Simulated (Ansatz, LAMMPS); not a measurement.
# Electronic structure of liquid (Cs,Na)I at 1500 K (70 atoms), part 2 of 2

Aim: energy, forces, charges and density of states of liquid (Cs,Na)I at 1500 K (70 atoms) at a fixed geometry.

Ansatz 0.2.0; Kohn-Sham DFT, PBE, PAW (set soft_2, large core), plane waves.

The cell: 13 Cs, 22 Na and 35 I. The network of bonds at the start is that of the classical potential that made the cell. The ion parameters were fitted for water, not for melts. Only the Γ point is sampled, in a cell whose shortest periodic width is 18 Å. The levels lack spin–orbit coupling.

So far. Step 3 (Plane-wave single point): Valence density in the ac plane at fractional y = 0.459, with atoms of Cs and Na and I within 0.2 Å of it. It is the smooth field of the valence electrons, not physical close to the nuclei.

## 3. Plane-wave single point (continued)

Electrostatic potential energy in the ac plane at fractional y = 0.459, with atoms of Cs and Na and I within 0.2 Å of it. With pseudopotentials it is smooth inside the atoms' cores, unlike the true potential.

Ten even steps from '0' (-36 eV) to '9' (5 eV), each cell a mean:
```
99999999999999999999999877789999999999999999
99999999999999986558998610278999999999999999
89999999999999840001798732478999999999999988
15999999999999950003899988899999999999998300
03999999999999998778999999999999987778997000
58999999999999999999999999999999743335899744
99999999999999999999999889999998633323799999
99999999999999999999998778999999864447899999
99999999999999999999999999999999998889999999
99999999999999999999999999999999999999999999
99999999999999999999999999998999999999999999
99999999999999999999999999988889999999889999
89999999998756899999999999998899999999889988
89999999983000279999997678999999999999999998
99987778983000279999830003899999999999999999
99863347898756899999820002899999999999999999
99865457899999998889986568999999999999999999
99988888999999998889999999999999999999999999
99999999999999999999999999999999999999999999
99999999999999999999999999999999999999999999
99999999999999999999999999999999999999999999
99999999999999988889999999999999999999999999
99999999999999886678999999999999999999999999
99999999999999987788999999999999999999999999
```
Columns run along a (17.7 Å; values clipped at the 3rd and 97th percentile), rows up along c (17.7 Å). Atoms in or near the plane, at fractional coordinates: Cs at (0.80, 0.73), Na at (0.57, 0.92), I at (0.98, 0.82), I at (0.28, 0.41), I at (0.53, 0.37).

Mean Löwdin charges: Cs +0.80, I -0.68, Na +0.70 e (they miss 0.36 % of the electrons, so they add up to more than the cell's charge). The largest share in the top eV of filled states is I p (98 % of the projected weight), and in the lowest eV of empty states Na s (68 % of the projected weight).

## 4. Structure statistics

These statistics describe the geometry on which the runs were made.

Density 1.99 g/cm³, 79.46 Å³ an atom.

g(r), total and by pair (bins of 0.2 Å):

| r (Å) | total | I-I | I-Na | I-Cs | Na-Na | Na-Cs | Cs-Cs |
| --- | --- | --- | --- | --- | --- | --- | --- |
| 2.70 | 0.47 | 0.00 | 1.50 | 0.00 | 0.00 | 0.00 | 0.00 |
| 2.90 | 0.77 | 0.00 | 2.44 | 0.00 | 0.00 | 0.00 | 0.00 |
| 3.10 | 2.13 | 0.00 | 6.21 | 0.96 | 0.00 | 0.00 | 0.00 |
| 3.30 | 1.42 | 0.00 | 3.71 | 1.33 | 0.00 | 0.00 | 0.00 |
| 3.50 | 1.46 | 0.00 | 2.56 | 3.54 | 0.00 | 0.00 | 0.00 |
| 3.70 | 1.40 | 0.00 | 1.30 | 5.00 | 0.00 | 0.56 | 0.00 |
| 3.90 | 1.00 | 0.24 | 0.36 | 2.23 | 2.36 | 1.54 | 0.00 |
| 4.10 | 0.91 | 0.64 | 0.68 | 2.01 | 1.10 | 0.44 | 0.00 |
| 4.30 | 0.63 | 0.77 | 0.79 | 0.26 | 1.46 | 0.00 | 0.00 |
| 4.50 | 0.80 | 1.41 | 0.84 | 0.49 | 0.47 | 0.40 | 0.00 |
| 4.70 | 0.87 | 0.83 | 0.66 | 1.53 | 0.00 | 1.42 | 0.00 |
| 4.90 | 1.21 | 1.96 | 0.48 | 0.41 | 2.29 | 1.29 | 3.31 |
| 5.10 | 0.94 | 1.25 | 0.66 | 0.75 | 1.05 | 1.19 | 1.03 |
| 5.30 | 1.04 | 1.81 | 0.41 | 0.88 | 1.65 | 1.09 | 0.00 |
| 5.50 | 0.90 | 1.92 | 0.28 | 0.17 | 1.53 | 1.03 | 0.88 |
| 5.70 | 1.18 | 1.54 | 0.79 | 0.74 | 1.11 | 2.13 | 1.58 |
| 5.90 | 1.01 | 1.04 | 0.82 | 0.14 | 1.55 | 1.80 | 3.01 |
| 6.10 | 1.02 | 1.25 | 0.69 | 1.05 | 0.74 | 1.45 | 1.41 |
| 6.30 | 0.95 | 0.90 | 0.94 | 0.85 | 0.92 | 1.18 | 1.31 |
| 6.50 | 0.88 | 1.02 | 0.75 | 0.58 | 1.08 | 0.92 | 1.84 |
| 6.70 | 0.74 | 0.64 | 1.14 | 0.21 | 0.41 | 1.02 | 0.59 |
| 6.90 | 1.14 | 1.22 | 1.15 | 1.33 | 0.77 | 1.30 | 0.00 |
| 7.10 | 0.99 | 0.86 | 0.74 | 1.16 | 1.09 | 1.69 | 0.53 |
| 7.30 | 1.07 | 0.81 | 1.46 | 1.01 | 0.69 | 0.73 | 2.00 |
| 7.50 | 0.95 | 0.96 | 0.97 | 1.12 | 0.65 | 0.69 | 1.40 |
| 7.70 | 0.96 | 0.61 | 1.26 | 1.15 | 0.93 | 0.78 | 0.43 |
| 7.90 | 1.00 | 1.04 | 1.06 | 0.94 | 0.87 | 1.12 | 0.42 |

A closer look about I68, picked at random: 17 atoms, nearest first, numbered in the order of the input, with positions taken from that point.

| atom | x | y | z | distance (Å) | Löwdin charge (e) | Fx | Fy | Fz (eV/Å) |
| --- | --- | --- | --- | --- | --- | --- | --- | --- |
| I68 | 0.00 | 0.00 | 0.00 | 0.00 | -0.65 | 0.23 | 0.03 | -0.12 |
| Na18 | 2.50 | -1.08 | -1.38 | 3.06 | 0.67 | 0.05 | 0.44 | -0.15 |
| Na34 | 1.60 | 2.81 | 1.45 | 3.54 | 0.67 | 0.00 | -0.03 | -0.25 |
| Cs9 | 0.85 | -2.17 | 2.79 | 3.63 | 0.77 | -0.12 | -0.33 | -0.13 |
| Cs5 | -1.91 | -3.71 | -1.09 | 4.32 | 0.78 | 0.18 | -0.05 | 0.00 |
| I69 | -1.45 | -0.07 | 4.29 | 4.53 | -0.67 | -0.35 | 0.31 | 0.50 |
| I44 | 4.25 | 2.32 | -0.11 | 4.84 | -0.67 | -0.26 | 0.15 | 0.03 |
| Na17 | 2.33 | 4.04 | -2.17 | 5.14 | 0.70 | 0.23 | -0.01 | 0.08 |
| I47 | 3.00 | 0.63 | -4.14 | 5.15 | -0.69 | 0.19 | 0.09 | -0.11 |
| I39 | -4.51 | 1.97 | 1.94 | 5.29 | -0.64 | -0.10 | -0.01 | 0.25 |
| I54 | -3.65 | -3.40 | 1.98 | 5.37 | -0.68 | -0.47 | 0.14 | 0.21 |
| I59 | -0.27 | 5.58 | 0.02 | 5.58 | -0.70 | 0.43 | -0.47 | 0.01 |
| Na28 | -2.49 | 2.94 | 4.24 | 5.73 | 0.69 | 0.31 | -0.20 | -0.11 |
| I37 | -2.99 | 2.29 | -4.35 | 5.75 | -0.74 | 0.49 | 0.20 | 0.02 |
| Na23 | -4.64 | 3.43 | -0.55 | 5.80 | 0.71 | 0.08 | 0.70 | -0.31 |
| I58 | -3.91 | -2.30 | -3.71 | 5.86 | -0.70 | 1.18 | -0.22 | 0.11 |
| I51 | 4.28 | -3.56 | -1.97 | 5.91 | -0.66 | -0.16 | -0.18 | 0.00 |

## 5. Results

| Item | Value |
| --- | --- |
| free energy per atom | -4105.2396 eV/atom |
| pressure | -0.145 GPa |
| r.m.s. force component | 0.3301 eV/Å |
| gap (highest filled to lowest empty level) | 1.995 eV |
| wall time of the 1 DFT run | 26 s |

In words: Between filled and empty levels lie 2.00 eV (at Γ alone); a semilocal functional tends to put such gaps too low. In a disordered cell it changes from sample to sample and from frame to frame.

**Limits.** The force components of 0.33 eV/Å r.m.s. hold both thermal displacement and the mismatch between the potential that made the cell and DFT. The pressure of a single frame lacks the kinetic term.

[Logs are printed without paths, hosts, clocks, repeated set-up lines and the standing remarks that a program may print on its own settings, such as how far it seeks lower states.]

[Hosts, paths, dates, database ids (printed as entryN), source tags and the programs' standing remarks are cut or masked in the printed files.]
